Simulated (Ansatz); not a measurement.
# Puckered SnSe monolayer in a perpendicular field, part 2 of 2

Aim: how the puckered SnSe monolayer screens a field along its normal, and what the field does to its bands. A positive field points along +c.

Ansatz 0.2.0; plane-wave DFT, PBE-D3(BJ), Ansatz PAW (set soft_1); PAW set soft_1.

So far. Step 2 (Relaxing the slab): The lattice constant a goes from 4.400 to 4.504 Å.

### Step 3. Atoms held, field 0

A sawtooth potential applies the field, turning back in the middle of the vacuum. With the dipole correction the typed value is the field outside the slab. The induced dipole is small, so the SCF threshold is tight.

The cell differs from the one that the last finished run ended in (c 36.594 → 20.865 Å).

The input, input.yaml:

```yaml
crystal:
  lattice:
    - [4.5035971498, 0.0, 0.0]
    - [0.0, 4.2668023918, 0.0]
    - [0.0, 0.0, 20.8647214564]
  atoms:
    - { symbol: Sn, position: [0.0383140981, 0.0, 0.431350115] }
    - { symbol: Se, position: [0.4616859019, 0.5, 0.439084085] }
    - { symbol: Se, position: [0.9616859019, 0.0, 0.560915915] }
    - { symbol: Sn, position: [0.5383140981, 0.5, 0.568649885] }
kpoints:
  mp_grid: { grid: [10, 10, 1] }
  band_path:
    path:
      - [0, 0, 0]
      - [0.5, 0, 0]
      - [0.5, 0.5, 0]
      - [0, 0, 0]
      - [0, 0.5, 0]
      - [0.5, 0.5, 0]
    npoints: 16
hamiltonian:
  xc: pbe
  dispersion: d3bj
  pseudopotentials: { kind: paw, azcp: { folder: soft_1 } }
scf:
  occupations: { method: fermi_dirac, width: 0.02585 }
  convergence: { dr2_threshold: 1.0e-10 }
efield:
  axis: 3
  dipole_correction: true
  ramp_position: 0.97
  ramp_width: 0.06
  amplitude: 0
output:
  dos: { projected: true, e_range: [-6, 5] }
  write_potential: true
  write_density: true
  volumetric_format: npy
  elf: true
```

Started as:

```
$ ansatz run input.yaml --threads 2 --pin off --max-ram 3072MiB --backend cpu --events-out ev --progress --plain --runs-dir out
```

Numbers of over 12 decimals in the logs are rounded to 6 here.

The log of the run:

```text
[...]
Crystal: 4 atoms, lattice volume = 400.936 Å³
Basis set: ecut = 420 eV, 7889 PW (Γ)
Bands: 36, of which v1, the nominal top of the filled ones, is band 30 counted from 1 (29 counted from 0)
Symmetry: 2 space group operations
k-points: 36 of 100 (time reversal used)
[...]
SCF iter   1: F=—  HF=-22989.801688 eV  |F-HF|=—  |Δ(HF+E_count)|=         —  Δρ=1.46e-2  dr2=1.96e0  ethr=3.10e-3  p=0.000 e·Å  D=8.52e-15 V/Å  ΔV_dip=-0.00 eV  dr2_dipole=3.20e-9  V_vac-E_F(+/−)=5.06/5.06 eV  ⟨swp⟩=9.4  Hψ=6133  notcnv=0
efield: sawtooth ramp at fractional position 0.9700 (set: `efield.ramp_position`, or a place that a band, a saddle search or an elastic batch's reference lends), width 0.0600; the density the first Hamiltonian is built on has a dipole p = 0.000 e·Å; the dipole correction subtracts the counter field D = 8.52e-15 V/Å, which shifts the + side's vacuum level by -0.00 eV against the − side's; the planar-averaged density in the ramp window peaks in size at 7.2e-7 e/Å³
[...]
SCF iter   2: F=—  HF=-22989.277927 eV  |F-HF|=—  |Δ(HF+E_count)|=   5.24e-1  Δρ=5.81e-3  dr2=1.16e-1  ethr=3.10e-3  p=0.000 e·Å  D=1.42e-5 V/Å  ΔV_dip=-0.00 eV  dr2_dipole=2.59e-8  V_vac-E_F(+/−)=4.34/4.34 eV  ⟨swp⟩=3.0  Hψ=2158  notcnv=0  defer=60
[...]
SCF iter  13: F=-22989.273538 eV  HF=-22989.273538 eV  |F-HF|=3.27e-11  |Δ(HF+E_count)|=  7.28e-11  Δρ=6.09e-8  dr2=2.75e-11  ethr=1.00e-12  p=-0.000 e·Å  D=-1.35e-7 V/Å  ΔV_dip=0.00 eV  dr2_dipole=9.42e-13  V_vac-E_F(+/−)=3.91/3.91 eV  ⟨swp⟩=9.9  Hψ=4597  notcnv=0
SCF 1 converged in 13 iterations: F = -22989.273538 eV  dr2 = 2.75e-11
[...]
NSCF: frozen V_eff on 81 k-points
efield: sawtooth ramp at fractional position 0.9700 (kept from the solve that this one continues, or follows in the run), width 0.0600; the density the first Hamiltonian is built on has a dipole p = -0.000 e·Å; the dipole correction subtracts the counter field D = -1.35e-7 V/Å, which shifts the + side's vacuum level by +0.00 eV against the − side's; the planar-averaged density in the ramp window peaks in size at 7.4e-7 e/Å³
WARN: The output density's exchange-correlation potential varies sharply where the density is thin. Do not read a vacuum level from v_tot or v_xc, or from such a field of the output density. On a cell that repeats whose density bears no net charge and no dipole along the vacuum's axis use v_es (v_loc + v_h of the components); under efield.dipole_correction with no amplitude use v_es + v_field, which holds any externa [...]
SCF converged after 13 iterations
Free energy (F): -22989.273538 eV
[...]
Internal energy: -22989.273538 eV  (E = F + TS)
E sigma→0 (E₀):  -22989.273538 eV
Fermi energy:    -0.404255 eV
Dipole field:    D = 0.000001 V/Å  (p = 0.000002 e·Å, saw-weighted, corrected)
Work function:   Φ+ = 3.9104 eV   Φ− = 3.9104 eV
Levels:          The Fermi level and band energies are counted from a zero that moves with the ramp; work functions are not
[...]
--- Band table (eV; the first three rows and the last of 36) ---
  k-point 0: bands = [... 26 lower, -3.8048, -2.6126, -2.6042, -1.3043, 0.5514, 2.1765, 2.6111, 2.9105, ... 2 higher]
  k-point 1: bands = [... 26 lower, -3.7058, -2.6457, -2.3909, -1.3488, 0.6030, 2.3672, 2.4112, 2.6222, ... 2 higher]
  k-point 2: bands = [... 26 lower, -3.4703, -2.5765, -2.0171, -1.4951, 0.7713, 1.5576, 2.1145, 2.5390, ... 2 higher]
  k-point 35: bands = [... 26 lower, -4.0870, -4.0870, -2.4986, -2.4986, 2.2741, 2.2741, 3.6383, 3.6383, ... 2 higher]
```

Wall time 54 s (2 threads of Arm Neoverse V1, shared host); peak memory 1 GiB; 1.8 min of CPU time.

In the SCF lines HF is the Harris–Foulkes energy and dr2 the Hartree energy of the density residual, in eV; the loop may stop once dr2 is under the threshold and the program's other checks hold. Hψ counts applications of the Hamiltonian.

This step gave:

| Quantity | Value |
| --- | --- |
| gap on the k-mesh | 1.151 eV |
| dipole along the normal | 1.74e-6 e·Å |
| gap along the path | 1.145 eV |
| smallest direct gap along the path | 1.181 eV |
| ionisation energy, upper face | 4.484 eV |
| electron affinity, upper face | 3.339 eV |
| gap, the smaller of path and mesh | 1.145 eV |

Running mean over a fixed 2.8 Å (it still follows the layers) of the planar mean; the ramp of the sawtooth is left out. Table of electron's electrostatic potential energy less the Fermi level by z:

z (Å), electron's electrostatic potential energy less the Fermi level (eV) and a bar from the least value:
```
      3.0       3.91 ##############################
      3.5       3.91 ##############################
      4.0       3.91 ##############################
      4.5       3.91 ##############################
      5.0       3.91 ##############################
      5.5       3.90 ##############################
      6.0       3.85 ##############################
      6.5       3.66 #############################
      7.0       2.86 #########################
      7.5       1.23 ##################
      8.0      -0.47 ###########
      8.5      -2.03 ####
      9.0      -2.59 #
      9.5      -2.72 #
     10.0      -2.82 
     10.5      -2.84 
     11.0      -2.80 
     11.5      -2.69 #
     12.0      -2.51 #
     12.5      -1.69 #####
     13.0       0.00 #############
     13.5       1.69 ####################
     14.0       3.18 ###########################
     14.5       3.74 #############################
     15.0       3.87 ##############################
     15.5       3.90 ##############################
     16.0       3.91 ##############################
     16.5       3.91 ##############################
     17.0       3.91 ##############################
     17.5       3.91 ##############################
```

The density of states has structure finer than the step of the table below, so its rows give means over 0.25 eV, whole bins alone (the curve runs from -6 to 2.46 eV). Peaks (eV: height): -3.490: 5.90, -2.500: 4.52, -2.220: 7.11, -2.090: 6.00, -1.310: 5.33, -1.040: 5.70, 1.170: 6.43.

Density of states against energy, zero at the Fermi level of the run, which the smearing sets inside the gap; means over each step:

energy (eV), density of states (states/eV a cell) and a bar:
```
    -5.75       0.35 ##
    -5.50       0.01 
    -5.25       0.00 
    -5.00       0.00 
    -4.75       0.96 #####
    -4.50       1.26 #######
    -4.25       1.32 #######
    -4.00       1.99 ###########
    -3.75       3.06 #################
    -3.50       4.90 ###########################
    -3.25       3.70 #####################
    -3.00       3.25 ##################
    -2.75       2.87 ################
    -2.50       4.00 ######################
    -2.25       5.39 ##############################
    -2.00       2.69 ###############
    -1.75       1.75 ##########
    -1.50       2.29 #############
    -1.25       4.15 #######################
    -1.00       4.12 #######################
    -0.75       0.35 ##
    -0.50       0.01 
    -0.25       0.00 
     0.00       0.00 
     0.25       0.00 
     0.50       0.01 
     0.75       0.47 ###
     1.00       2.67 ###############
     1.25       3.86 #####################
     1.50       2.55 ##############
     1.75       2.35 #############
     2.00       3.91 ######################
     2.25       3.44 ###################
```

Projected DOS per atom over height of the atomic layer and energy from the Fermi level. Layers: SnSe SnSe from below.

Ten even steps from '0' (0.00 states/eV) to '9' (1.19 states/eV), each cell a mean:
```
66
66
44
77
00
00
00
00
22
99
44
55
99
66
77
99
55
22
22
00
00
00
```
Columns: height of the atomic layer (Å) from 9.08 to 11.8; rows upwards: energy from the Fermi level (eV) from -5.96 to 2.41.

Electronic bands along the path, in eV, zero at the Fermi level of the run, which the smearing sets inside the gap:

```csv
point,band 27,band 28,band 29,band 30,band 31,band 32,band 33,band 34
Γ,-3.40,-2.21,-2.20,-0.90,0.96,2.58,3.02,3.31
halfway,-2.82,-2.06,-1.29,-1.21,1.34,1.48,2.38,2.53
X,-2.26,-2.26,-0.91,-0.91,0.96,0.96,1.93,1.93
halfway,-2.79,-2.79,-1.80,-1.80,2.05,2.05,3.02,3.02
S,-3.68,-3.68,-2.09,-2.09,2.68,2.68,4.04,4.04
halfway,-3.01,-2.08,-1.71,-0.94,1.11,1.89,1.92,3.31
Γ,-3.40,-2.21,-2.20,-0.90,0.96,2.58,3.02,3.31
halfway,-2.92,-2.13,-1.40,-1.20,1.31,1.50,2.22,2.74
Y,-2.31,-2.31,-1.14,-1.14,0.85,0.85,1.70,1.70
halfway,-2.90,-2.90,-1.90,-1.90,1.93,1.93,2.93,2.93
S,-3.68,-3.68,-2.09,-2.09,2.68,2.68,4.04,4.04
```

ELF in the ca plane at fractional y = 0.000, with atoms of Sn and Se within 0.2 Å of it. It is the smooth field of the valence electrons, not physical close to the nuclei.

Ten even steps from '0' (0.00) to '9' (0.83), each cell a mean:
```
00000000000000258996410134896127996310000000
00000000000000136897543334788668985200000000
00000000000000002467654322578888752100000000
00000000000000000112332111257776421000000000
00000000000000000000000000013432100000000000
00000000000000000000000000000110000000000000
00000000000000000000011100000000000000000000
00000000000000000011222210011221100000000000
00000000000000001244433221235676420000000000
00000000000000014675422222478999863100000000
00000000000000147885300023699889985210000000
00000000000000258986200023797348997310000000
```
Columns run along c (16.0 Å, from fractional 0.05 to 0.82 of the cell), rows up along a (4.5 Å). Atoms in or near the plane, at fractional coordinates: Sn at (0.43, 0.04), Se at (0.56, 0.96).

Electrostatic potential energy in the ca plane at fractional y = 0.000, with atoms of Sn and Se within 0.2 Å of it. With pseudopotentials it is smooth inside the atoms' cores, unlike the true potential.

Ten even steps from '0' (-20 eV) to '9' (4 eV), each cell a mean:
```
99999999999999999985014105724993389999999999
99999999999999999997410147841431599999999999
99999999999999999998765678974225899999999999
99999999999999999999988899998778999999999999
99999999999999999999999999999999999999999999
99999999999999999999999999999999999999999999
99999999999999999999999999999999999999999999
99999999999999999999887889999999999999999999
99999999999999999998642468999889999999999999
99999999999999999986100026886557999999999999
99999999999999999984048304751112699999999999
99999999999999999983079603623982489999999999
```
Columns run along c (16.0 Å, from fractional 0.05 to 0.82 of the cell; values clipped at the 3rd and 97th percentile), rows up along a (4.5 Å). Atoms in or near the plane, at fractional coordinates: Sn at (0.43, 0.04), Se at (0.56, 0.96).

Valence density in the ca plane at fractional y = 0.000, with atoms of Sn and Se within 0.2 Å of it. It is the smooth field of the valence electrons, not physical close to the nuclei.

Ten steps, logarithmic in the rise over the least value, from '0' (0 e/Å³) to '9' (37 e/Å³), each cell a mean:
```
00000000000000000001356521126995200000000000
00000000000000000000123210113653100000000000
00000000000000000000011000011221100000000000
00000000000000000000000000000110000000000000
00000000000000000000000000000000000000000000
00000000000000000000000000000000000000000000
00000000000000000000000000000000000000000000
00000000000000000000000000000000000000000000
00000000000000000000011100000000000000000000
00000000000000000001234310011111000000000000
00000000000000000001367631112432100000000000
00000000000000000001467641125884200000000000
```
Columns run along c (16.0 Å, from fractional 0.05 to 0.82 of the cell), rows up along a (4.5 Å). Atoms in or near the plane, at fractional coordinates: Sn at (0.43, 0.04), Se at (0.56, 0.96).

The gap is 1.15 eV, with the valence edge 4.48 eV and the conduction edge 3.34 eV under the upper vacuum level.

### Step 4. Atoms held, field 0.1 V/Å

input.yaml, as its differences from that of step 3:

```diff
@@ -31,7 +31,6 @@
   dipole_correction: true
-  ramp_position: 0.97
-  ramp_width: 0.06
-  amplitude: 0
+  ramp_position: 0.9564
+  ramp_width: 0.0872
+  amplitude: 0.1
 output:
-  dos: { projected: true, e_range: [-6, 5] }
   write_potential: true
@@ -39,2 +38 @@
   volumetric_format: npy
-  elf: true
```

The log of the run:

```text
[...]
Crystal: 4 atoms, lattice volume = 400.936 Å³
Basis set: ecut = 420 eV, 7889 PW (Γ)
Bands: 36, of which v1, the nominal top of the filled ones, is band 30 counted from 1 (29 counted from 0)
Symmetry: 2 space group operations
k-points: 36 of 100 (time reversal used)
[...]
k-point 0: bands = [... 26 lower, -3.8054, -2.6131, -2.6047, -1.3049, 0.5489, 2.1757, 2.6058, 2.8454, ... 2 higher]
  k-point 1: bands = [... 26 lower, -3.7064, -2.6462, -2.3915, -1.3493, 0.6005, 2.3653, 2.4117, 2.6161, ... 2 higher]
  k-point 2: bands = [... 26 lower, -3.4709, -2.5771, -2.0177, -1.4957, 0.7690, 1.5569, 2.1137, 2.5384, ... 2 higher]
  k-point 35: bands = [... 26 lower, -4.0880, -4.0871, -2.5000, -2.4983, 2.2594, 2.2870, 3.6313, 3.6414, ... 2 higher]
[key lines of the parts left out:]
SCF converged after 12 iterations
Free energy (F): -22989.276451 eV
Fermi energy:    -0.404859 eV
Dipole field:    D = 0.026288 V/Å  (p = 0.058247 e·Å, saw-weighted, corrected)
```

Wall time 51 s (2 threads); peak memory 0.87 GiB; 1.7 min of CPU time.

The dipole is 0.0582 e·Å, and the gap 1.145 eV.

### Step 5. Single point, field -0.1 V/Å

input.yaml, as its differences from that of step 4:

```diff
@@ -33,3 +33,3 @@
   ramp_width: 0.0872
-  amplitude: 0.1
+  amplitude: -0.1
 output:
```

The log of the run:

```text
[...]
Crystal: 4 atoms, lattice volume = 400.936 Å³
Basis set: ecut = 420 eV, 7889 PW (Γ)
Bands: 36, of which v1, the nominal top of the filled ones, is band 30 counted from 1 (29 counted from 0)
Symmetry: 2 space group operations
k-points: 36 of 100 (time reversal used)
[...]
k-point 0: bands = [... 26 lower, -3.8054, -2.6131, -2.6047, -1.3049, 0.5489, 2.1757, 2.6058, 2.8454, ... 2 higher]
  k-point 1: bands = [... 26 lower, -3.7064, -2.6462, -2.3915, -1.3493, 0.6005, 2.3653, 2.4117, 2.6161, ... 2 higher]
  k-point 2: bands = [... 26 lower, -3.4709, -2.5771, -2.0177, -1.4957, 0.7690, 1.5569, 2.1137, 2.5384, ... 2 higher]
  k-point 35: bands = [... 26 lower, -4.0880, -4.0871, -2.5000, -2.4983, 2.2594, 2.2870, 3.6313, 3.6414, ... 2 higher]
[key lines of the parts left out:]
SCF converged after 12 iterations
Free energy (F): -22989.276451 eV
Fermi energy:    -0.404859 eV
Dipole field:    D = -0.026288 V/Å  (p = -0.058247 e·Å, saw-weighted, corrected)
```

The job ended after 51 s (2 threads; peak memory 0.87 GiB).

The dipole is -0.0582 e·Å, and the gap 1.145 eV.

### Step 6. Response, atoms held

This step: plane-wave DFT, PBE-D3(BJ), Ansatz PAW (set soft_1); response to a field along the normal, atoms held; PAW set soft_1 (Ansatz 0.2.0).

The dipoles give the slope, and the difference of two potentials shows where the field is screened.

Numbers from this step:

```
equivalent conductor thickness p/(ε₀AE) : 5.485 Å
distance between the outer atoms        : 2.865 Å
```

The dipole of the cell by applied field:

```csv
applied field (V/Å),dipole of the cell (e·Å)
-0.1000,-0.0582
0.0000,1.7e-6
0.1000,0.0582
```

Local field over the applied field, running mean. From the potentials at -0.1 and 0.1 V/Å; running mean over 2.5 Å. Table of local field over applied field by z:

```csv
z (Å),local field over applied field
4.06,0.999
4.49,0.998
4.93,0.994
5.36,0.986
5.80,0.966
6.23,0.922
6.67,0.838
7.10,0.704
7.53,0.539
7.97,0.379
8.40,0.242
8.84,0.131
9.27,0.0596
9.71,0.0399
10.14,0.0511
10.72,0.0511
11.16,0.0399
11.59,0.0596
12.03,0.131
12.46,0.242
12.90,0.379
13.33,0.539
13.76,0.704
14.20,0.838
14.63,0.922
15.07,0.966
15.50,0.986
15.94,0.994
16.37,0.998
16.81,0.999
```

Electrons, planar mean, per unit field. The induced electron density by z:

```csv
z (Å),induced electron density (e/Å³ per V/Å)
4.5,9.5e-6
5.0,3.0e-5
5.5,8.7e-5
6.0,2.5e-4
6.5,6.5e-4
7.0,0.00156
7.5,0.00312
8.0,0.00395
8.5,0.00151
9.0,-6.7e-4
9.5,-3.4e-4
10.0,6.7e-4
10.5,-1.3e-4
11.0,-6.4e-4
11.5,6.8e-4
12.0,3.8e-4
12.5,-0.00241
13.0,-0.00397
13.5,-0.00267
14.0,-0.00125
14.5,-5.0e-4
15.0,-1.9e-4
15.5,-6.5e-5
16.0,-2.2e-5
16.5,-7.0e-6
```

The smaller of the gaps on the path and on the k-mesh, counted as 0 under 0.03 eV. The gap stays at 1.15 eV for applied field from -0.1 to 0.1 V/Å.

By hand: between -0.1 and 0.1 V/Å the dipole changes by 0.1165 e·Å, a slope of 0.5825 e·Å²/V. A perfect conductor of thickness t has p = ε₀AEt, so t = 180.95 × 0.5825 / 19.216 = 5.48 Å (e/ε₀ = 180.95 V·Å, A in Å²).

The induced dipole is that of a conductor 5.48 Å thick.

### Step 7. What came out

* gap without field: 1.15 eV
* ionisation energy, upper face: 4.48 eV
* electron affinity, upper face: 3.34 eV
* equivalent conductor thickness, atoms held: 5.48 Å

The induced dipole equals that of a perfect conductor 5.48 Å thick, while the outer atoms lie 2.86 Å apart; an out-of-plane ε follows only once a thickness t is chosen, by 1 − 1/ε = 5.48 Å / t. The gap stays within 0.01 eV of 1.15 eV over the fields run, up to 0.1 V/Å in size. Semilocal functionals give gaps that are too small, and excitons are not included. Spin-orbit coupling is left out, which matters for the bands of elements this heavy.

[Logs are printed without paths, hosts, clocks, repeated set-up lines and the standing remarks that a program may print on its own settings, such as how far it seeks lower states.]

[Hosts, paths, dates, database ids (printed as entryN), source tags and the programs' standing remarks are cut or masked in the printed files.]

[Maps of the electrostatic potential energy from Ansatz leave out the sawtooth potential of an applied field or a dipole correction, so their vacuum need not be flat; planar profiles and work functions include it.]
